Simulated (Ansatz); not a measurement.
## What LiGeBr3 (model cell, started as cubic perovskite with Ge in the octahedra) distorts into

Aim: this structure of LiGeBr3 (model cell, started as cubic perovskite with Ge in the octahedra) is to be tested for unstable modes, and one is followed downhill.

Main program and level: Ansatz 0.2.0; DFT LDA, scalar-relativistic, plane waves, PAW; PAW set soft_1.

Report form: the programs' logs are mostly left out.

The structure was built from a prototype and need not be the compound's stable phase.

In doubt: the program warns that the response may not be converged on this k-mesh (step 8), which bears on the force constants and all frequencies.

## 1. Set-up

The structure is cubic, space group Pm-3m (No. 221). Conventional cell: a = 5.305 Å, b = 5.305 Å, c = 5.305 Å, α = 90.00°, β = 90.00°, γ = 90.00°. Li has 12 Br at 3.75 Å nearest. Nearest to Ge lie 6 Br at 2.65 Å. Nearest to Br lie 2 Ge at 2.65 Å. Farther neighbours and most contacts between anions are not listed.

## 2. The dispersion

The cell comes from relaxations at this level that are not shown. Stability and thermal properties need the whole zone. Linear response on a 2×2×2 q mesh gives force constants as far as a supercell of that size would.

The input, input.yaml:

```yaml
crystal:
  lattice:
    - [5.3050974423, 0.0, 0.0]
    - [0.0, 5.3050974423, 0.0]
    - [0.0, 0.0, 5.3050974423]
  atoms:
    - { symbol: Li, position: [0.0, 0.0, 0.0] }
    - { symbol: Ge, position: [0.5, 0.5, 0.5] }
    - { symbol: Br, position: [0.5, 0.5, 0.0] }
    - { symbol: Br, position: [0.5, 0.0, 0.5] }
    - { symbol: Br, position: [0.0, 0.5, 0.5] }
kpoints:
  mp_grid: { grid: [8, 8, 8] }
hamiltonian:
  xc: lda
  pseudopotentials: { kind: paw, azcp: { folder: soft_1 }, xc_functional: pbe }
scf:
  occupations: { method: methfessel_paxton, width: 0.2 }
output:
  eigenvalues: true
phonons:
  method: dfpt
  qmesh: [2, 2, 2]
  temperatures: { t_max: 1000, t_step: 50 }
  qpath:
    path:
      - [[0.0, 0.0, 0.0], [0.0, 0.5, 0.0], [0.5, 0.5, 0.0], [0.0, 0.0, 0.0], [0.5, 0.5, 0.5], [0.0, 0.5, 0.0]]
      - [[0.5, 0.5, 0.5], [0.5, 0.5, 0.0]]
    npoints: 10
```

On the command line:

```
$ ansatz run input.yaml --threads 8 --pin off --max-ram 16384MiB --backend cpu --events-out ev --progress --plain --runs-dir out
```

Elapsed: 1.9 min, on 8 threads of Arm Neoverse V2, shared host; peak memory 1.4 GiB.

This step gave:

- volume per atom: 29.86 Å³
- gap on the k-mesh: 0 eV
- sum-rule residual before enforcement: 3.39e-5 eV/Å²
- lowest frequency on the path: -173.9 cm⁻¹
- point group: m-3m
- highest frequency on the path or at a solved wavevector: 184.4 cm⁻¹
- highest optical mode at the zone centre (no LO-TO term): 93.38 cm⁻¹
- lowest optical zone-centre mode: -173.9 cm⁻¹
- lowest mode on the q mesh (acoustic modes at Γ apart): -173.9 cm⁻¹

Frequencies (cm⁻¹) solved at each irreducible wavevector; negative means imaginary. Frequencies by wavevector, by row:

| q in reciprocal lattice units | star | mode 1 | mode 2 | mode 3 | mode 4 | mode 13 | mode 14 | mode 15 |
| --- | --- | --- | --- | --- | --- | --- | --- | --- |
| 0 0 0 | 1 | -173.9 | -173.9 | -173.9 | -11.6 | 93.4 | 93.4 | 93.4 |
| 0 0 -0.5 | 3 | -166.1 | -166.1 | -22.9 | -22.9 | 93 | 167.7 | 178.8 |
| 0 -0.5 -0.5 | 3 | -156.1 | -152.4 | -152.4 | -55.9 | 179.1 | 179.1 | 179.5 |
| -0.5 -0.5 -0.5 | 1 | -170.2 | -170.2 | -170.2 | -55.9 | 174.2 | 174.2 | 184.4 |

Interpolated from a 2×2×2 q mesh. The phonon branches at the labelled points (cm⁻¹):

| point | branch 1 | branch 2 | branch 3 | branch 4 | branch 12 | branch 13 | branch 14 | branch 15 |
| --- | --- | --- | --- | --- | --- | --- | --- | --- |
| Γ | -174 | -174 | -174 | -12 | 57 | 93 | 93 | 93 |
| halfway | -170 | -170 | -119 | -16 | 93 | 93 | 124 | 140 |
| X | -166 | -166 | -23 | -23 | 93 | 93 | 168 | 179 |
| halfway | -161 | -159 | -110 | -41 | 133 | 141 | 173 | 176 |
| M | -156 | -152 | -152 | -56 | 164 | 179 | 179 | 180 |
| halfway | -166 | -145 | -138 | -33 | 127 | 131 | 135 | 144 |
| Γ | -174 | -174 | -174 | -12 | 57 | 93 | 93 | 93 |
| halfway | -153 | -153 | -150 | -37 | 132 | 136 | 136 | 148 |
| R | -170 | -170 | -170 | -56 | 174 | 174 | 174 | 184 |
| halfway | -161 | -161 | -138 | -44 | 137 | 143 | 175 | 175 |
| X | -166 | -166 | -23 | -23 | 93 | 93 | 168 | 179 |
| jump to R | -170 | -170 | -170 | -56 | 174 | 174 | 174 | 184 |
| halfway | -164 | -161 | -161 | -56 | 164 | 176 | 176 | 180 |
| M | -156 | -152 | -152 | -56 | 164 | 179 | 179 | 180 |

Symmetry leaves 4 wavevectors to solve. The lowest mode among them, the acoustic zeros apart, lies at Γ and is imaginary, 173.9i cm⁻¹, so the energy falls along it.

## 3. The mode frozen in, largest atomic shift 0 Å

The mode followed lies at q = (-0.5, -0.5, -0.5) with frequency 170.2i cm⁻¹ and is 3-fold degenerate, one of the unstable modes though not the softest. At small amplitude the distorted cell has space group no. 74 by a symmetry search on the positions. The undistorted cell that holds it gives the zero of energy on the same k mesh.

System of this step: LiGeBr3 (model cell, started as cubic perovskite with Ge in the octahedra). Symmetry: Pm-3m, No. 221, cubic system. The conventional cell has a = 5.305 Å, b = 5.305 Å, c = 5.305 Å, α = 90.00°, β = 90.00°, γ = 90.00°. Nearest to Li lie 12 Br at 3.75 Å. Nearest to Ge lie 6 Br at 2.65 Å. Br has 2 Ge at 2.65 Å nearest. Farther neighbours and most contacts between anions are not listed.

input.yaml, the sections that differ from step 2:

```yaml
crystal:
  lattice:
    - [5.3050974423, 5.3050974423, 0.0]
    - [5.3050974423, 0.0, 5.3050974423]
    - [5.3050974423, 0.0, -5.3050974423]
  atoms:
    - { symbol: Li, position: [0.0, 0.5, 0.5] }
    - { symbol: Li, position: [0.0, 0.0, 0.0] }
    - { symbol: Ge, position: [0.5, 0.25, 0.75] }
    - { symbol: Ge, position: [0.5, 0.75, 0.25] }
    - { symbol: Br, position: [0.5, 0.5, 0.5] }
    - { symbol: Br, position: [0.5, 0.0, 0.0] }
    - { symbol: Br, position: [0.0, 0.0, 0.5] }
    - { symbol: Br, position: [0.0, 0.5, 0.0] }
    - { symbol: Br, position: [0.5, 0.0, 0.5] }
    - { symbol: Br, position: [0.5, 0.5, 0.0] }
output:
  forces: true
  stress: true
  eigenvalues: true
# kpoints, hamiltonian, scf: as in step 2
# phonons: removed
```

It took 3.5 s on 8 threads; peak memory 1.1 GiB.

Numbers from this step:

```yaml
pressure: -0.03340 GPa
energy_from_the_undistorted_cell: 0 meV/atom
```

The run ends at a pressure of -0.03 GPa.

## 4. The mode frozen in, largest atomic shift 0.6 Å

The atoms are moved along the unstable eigenvector, the largest shift by 0.6 Å, with the cell fixed.

input.yaml, the sections that differ from step 3:

```yaml
crystal:
  lattice:
    - [5.3050974423, 5.3050974423, 0.0]
    - [5.3050974423, 0.0, 5.3050974423]
    - [5.3050974423, 0.0, -5.3050974423]
  atoms:
    - { symbol: Li, position: [-0.0799729078, 0.5799729078, 0.5] }
    - { symbol: Li, position: [0.0799729078, -0.0799729078, 0.0] }
    - { symbol: Ge, position: [0.5, 0.25, 0.75] }
    - { symbol: Ge, position: [0.5, 0.75, 0.25] }
    - { symbol: Br, position: [0.5, 0.5019977166, 0.5019977166] }
    - { symbol: Br, position: [0.5, -0.0019977166, -0.0019977166] }
    - { symbol: Br, position: [0.0, -0.0019977166, 0.4980022834] }
    - { symbol: Br, position: [0.0, 0.5019977166, 0.0019977166] }
    - { symbol: Br, position: [0.5039954333, -0.0039954333, 0.5] }
    - { symbol: Br, position: [0.4960045667, 0.5039954333, 0.0] }
# kpoints, hamiltonian, scf, output: as in step 3
```

It took 11 s on 8 threads; peak memory 1.5 GiB.

This step gave:

| Quantity | Value |
| --- | --- |
| pressure | 0.03638 GPa |
| energy from the undistorted cell | -26.65 meV/atom |

The energy, extrapolated to zero smearing, is -26.65 meV/atom against the undistorted cell.

The run ends at a pressure of 0.04 GPa, with forces up to 0.39 eV/Å.

## 5. Energy along the mode, all amplitudes (two of the runs are shown above)

An imaginary frequency means negative curvature, so the energy should fall and then rise again as anharmonic terms take over.

This step gave:

| Item | Value |
| --- | --- |
| depth at the lowest point sampled | 26.65 meV/atom |
| largest atomic shift at that point | 0.6 Å |

Energy from the parent against largest atomic shift:

| largest atomic shift (Å) | energy from the parent (meV/atom) |
| --- | --- |
| 0.000 | 0 |
| 0.040 | -0.125 |
| 0.080 | -0.499 |
| 0.140 | -1.53 |
| 0.220 | -3.76 |
| 0.320 | -7.89 |
| 0.450 | -15.4 |
| 0.600 | -26.7 |

Displacement at unit largest shift by atom:

| atom | x (Å) | y (Å) | z (Å) | size |
| --- | --- | --- | --- | --- |
| Li1 | 0.000 | -0.707 | 0.707 | 1.000 |
| Li2 | 0.000 | 0.707 | -0.707 | 1.000 |
| Ge3 | 0.000 | 0.000 | 0.000 | 0.000 |
| Ge4 | 0.000 | 0.000 | 0.000 | 0.000 |
| Br5 | 0.035 | 0.000 | 0.000 | 0.035 |
| Br6 | -0.035 | 0.000 | 0.000 | 0.035 |
| Br7 | -0.035 | 0.000 | 0.000 | 0.035 |
| Br8 | 0.035 | 0.000 | 0.000 | 0.035 |
| Br9 | 0.000 | 0.035 | -0.035 | 0.049 |
| Br10 | 0.000 | -0.035 | 0.035 | 0.049 |

The lowest of the steps tried is the last one, at 0.6 Å, 26.7 meV/atom below the parent; the bottom of the well need not coincide with a step.

## 6. Relaxation from the frozen mode

Starting from the lowest point found, all atoms and the cell are let go, so that strain and other modes of the same symmetry can join in.

Edit input.yaml of step 4 so:

```diff
@@ -27 +27,6 @@
   eigenvalues: true
+relax:
+  adjacent_minimum: "off"
+  f_tol: 0.002
+  max_steps: 120
+  cell: { stress_tol: 0.03 }
```

It took 2.4 min on 8 threads; peak memory 1.6 GiB; 19 min of CPU time.

Step by step:

| step | energy less that of the first step (eV) | largest force component (eV/Å) | pressure (GPa) | volume (Å³) |
| --- | --- | --- | --- | --- |
| 1 | 0.0000 | 0.2782 | 0.04 | 298.61 |
| 2 | -0.2404 | 0.3502 | -0.14 | 302.40 |
| 3 | -0.4512 | 0.3310 | -0.11 | 304.05 |
| 4 | -0.6406 | 0.2120 | 0.06 | 305.48 |
| 5 | -0.8142 | 0.2733 | 0.19 | 306.69 |
| 6 | -1.1104 | 0.2579 | -0.10 | 306.92 |
| 7 | -1.4188 | 0.2735 | 0.03 | 301.22 |
| 8 | -1.5566 | 0.0907 | -0.16 | 297.00 |
| 9 | -1.5703 | 0.1018 | 0.16 | 290.99 |
| 10 | -1.5769 | 0.0294 | 0.18 | 289.19 |
| 11 | -1.5779 | 0.0084 | -0.05 | 291.56 |
| 12 | -1.5786 | 0.0012 | 0.00 | 291.34 |
| 13 | -1.5786 | 0.0001 | 0.00 | 291.39 |
| 14* | -1.5780 | 0.0001 | 0.00 | 291.39 |

Relaxation steps marked * repeat the geometry before them on a plane-wave basis chosen anew for their cell, so energy and pressure can jump there.

Forces are held to the 8 operations that the run works with; a distortion that breaks them can't arise in this run.

| conventional cell, symmetrised | before | after | change |
| --- | --- | --- | --- |
| a (Å) | 7.503 | 7.313 | -2.5 % |
| b (Å) | 10.610 | 10.412 | -1.9 % |
| c (Å) | 7.503 | 7.653 | +2.0 % |
| volume (Å³/atom) | 29.86 | 29.14 | -2.4 % |

The atoms that moved most (Å, as changes of fractional coordinates times the final cell):

| atom | dx | dy | dz | length |
| --- | --- | --- | --- | --- |
| Li2 | 0.000 | 0.894 | -0.894 | 1.264 |
| Li1 | 0.000 | -0.894 | 0.894 | 1.264 |
| Br9 | 0.000 | -0.526 | 0.526 | 0.744 |
| Br10 | 0.000 | 0.526 | -0.526 | 0.744 |
| Br5 | 0.686 | 0.000 | 0.000 | 0.686 |
| Br8 | 0.686 | 0.000 | 0.000 | 0.686 |
| Br6 | -0.686 | 0.000 | 0.000 | 0.686 |
| Br7 | -0.686 | 0.000 | 0.000 | 0.686 |

Final coordinates:

```cif
data_structure
_symmetry_space_group_name_H-M 'P 1'
_symmetry_Int_Tables_number 1
_cell_length_a 7.4242
_cell_length_b 7.4242
_cell_length_c 7.4242
_cell_angle_alpha 90.945
_cell_angle_beta 59.013
_cell_angle_gamma 62.052
_cell_volume 291.39
loop_
_atom_site_label
_atom_site_type_symbol
_atom_site_fract_x
_atom_site_fract_y
_atom_site_fract_z
_atom_site_occupancy
Li1 Li 0.75488 0.74512 0.50000 1
Li2 Li 0.24512 0.75488 0.00000 1
Ge3 Ge 0.50000 0.25000 0.75000 1
Ge4 Ge 0.50000 0.75000 0.25000 1
Br5 Br 0.50000 0.56789 0.56789 1
Br6 Br 0.50000 0.93211 0.93211 1
Br7 Br 0.00000 0.93211 0.43211 1
Br8 Br 0.00000 0.56789 0.06789 1
Br9 Br 0.40677 0.09323 0.50000 1
Br10 Br 0.59323 0.40677 0.00000 1
```

Numbers from this step:

| Item | Value |
| --- | --- |
| pressure | 0.002121 GPa |
| volume per atom | 29.14 Å³ |
| gap on the k-mesh | 0.6527 eV |

The distorted start has space group Imma; the relaxation ends in Imma.

## 7. The new phase in its own primitive cell

The relaxed structure is symmetrised, reduced to its primitive cell and relaxed tightly, as its phonons need.

The input, input.yaml:

```yaml
crystal:
  lattice:
    - [-3.6566062375, 5.2062276863, 3.8266646329]
    - [3.6566062375, -5.2062276863, 3.8266646329]
    - [3.6566062375, 5.2062276863, -3.8266646329]
  atoms:
    - { symbol: Li, position: [0.495116252, 0.245116252, 0.25] }
    - { symbol: Li, position: [0.504883748, 0.754883748, 0.75] }
    - { symbol: Ge, position: [0.5, 0.5, 0.0] }
    - { symbol: Ge, position: [0.0, 0.5, 0.5] }
    - { symbol: Br, position: [0.6821121629, 0.0, 0.1821121629] }
    - { symbol: Br, position: [0.3178878371, 0.0, 0.8178878371] }
    - { symbol: Br, position: [0.3178878371, 0.5, 0.3178878371] }
    - { symbol: Br, position: [0.6821121629, 0.5, 0.6821121629] }
    - { symbol: Br, position: [0.8432348988, 0.5932348988, 0.25] }
    - { symbol: Br, position: [0.1567651012, 0.4067651012, 0.75] }
kpoints:
  mp_grid: { grid: [4, 4, 4] }
hamiltonian:
  xc: lda
  pseudopotentials: { kind: paw, azcp: { folder: soft_1 }, xc_functional: pbe }
scf:
  occupations: { method: fixed }
output:
  forces: true
  stress: true
  eigenvalues: true
relax:
  adjacent_minimum: "off"
  f_tol: 0.001
  max_steps: 60
  cell: { stress_tol: 0.01 }
```

It took 9 s on 8 threads; peak memory 1 GiB; 66 s of CPU time.

Little changed from the start: no atom moved by 0.005 Å and no cell edge by 0.1 %.

This step gave:

- pressure: -5.24e-4 GPa
- gap on the k-mesh: 0.6602 eV
- volume per atom: 29.16 Å³
- direct gap on mesh: 0.6602 eV

The largest force component left is 0.097 meV/Å and the pressure is -0.001 GPa, within the tolerances set. The cell now holds 29.16 Å³/atom.

## 8. Modes of the new phase, k-mesh 4×4×4, occupations fixed

A relaxed structure may still be a saddle point, so its zone-centre modes are computed. The response to a homogeneous field gives the Born charges and the dielectric tensor.

The input, input.yaml:

```yaml
crystal:
  lattice:
    - [-3.6566058038, 5.208193526, 3.8273443096]
    - [3.6566058038, -5.208193526, 3.8273443096]
    - [3.6566058038, 5.208193526, -3.8273443096]
  atoms:
    - { symbol: Li, position: [0.4952126937, 0.2452126937, 0.25] }
    - { symbol: Li, position: [0.5047873063, 0.7547873063, 0.75] }
    - { symbol: Ge, position: [0.5, 0.5, 0.0] }
    - { symbol: Ge, position: [0.0, 0.5, 0.5] }
    - { symbol: Br, position: [0.6819450149, 0.0, 0.1819450149] }
    - { symbol: Br, position: [0.3180549851, 0.0, 0.8180549851] }
    - { symbol: Br, position: [0.3180549851, 0.5, 0.3180549851] }
    - { symbol: Br, position: [0.6819450149, 0.5, 0.6819450149] }
    - { symbol: Br, position: [0.8433742532, 0.5933742532, 0.25] }
    - { symbol: Br, position: [0.1566257468, 0.4066257468, 0.75] }
kpoints:
  mp_grid: { grid: [4, 4, 4] }
hamiltonian:
  xc: lda
  pseudopotentials: { kind: paw, azcp: { folder: soft_1 }, xc_functional: pbe }
scf:
  occupations: { method: fixed }
output:
  eigenvalues: true
phonons:
  method: dfpt
  dielectric: true
  rigid_motions: translations
```

Run time: 3.5 min. Hardware: 8 threads; peak memory 2.9 GiB.

Numbers from this step:

```
sum-rule residual before enforcement                    : 6.65e-5 eV/Å²
miss of the charge sum rule                             : 0.01242 e
estimated error of the dielectric tensor                : 0.05044
estimated error of the Born charges                     : 0.04018 e
point group                                             : mmm
highest optical mode at the zone centre (no LO-TO term) : 308.5 cm⁻¹
lowest optical zone-centre mode                         : -74.7 cm⁻¹
mean high-frequency dielectric constant                 : 6.662
largest Born charge (third of the trace)                : 4.798 e
top of the zone-centre spectrum with the field          : 330.7 cm⁻¹
```

[end of part 1 of 2]

[Logs are printed without paths, hosts, clocks, repeated set-up lines and the standing remarks that a program may print on its own settings, such as how far it seeks lower states.]

[Hosts, paths, dates, database ids (printed as entryN), source tags and the programs' standing remarks are cut or masked in the printed files.]
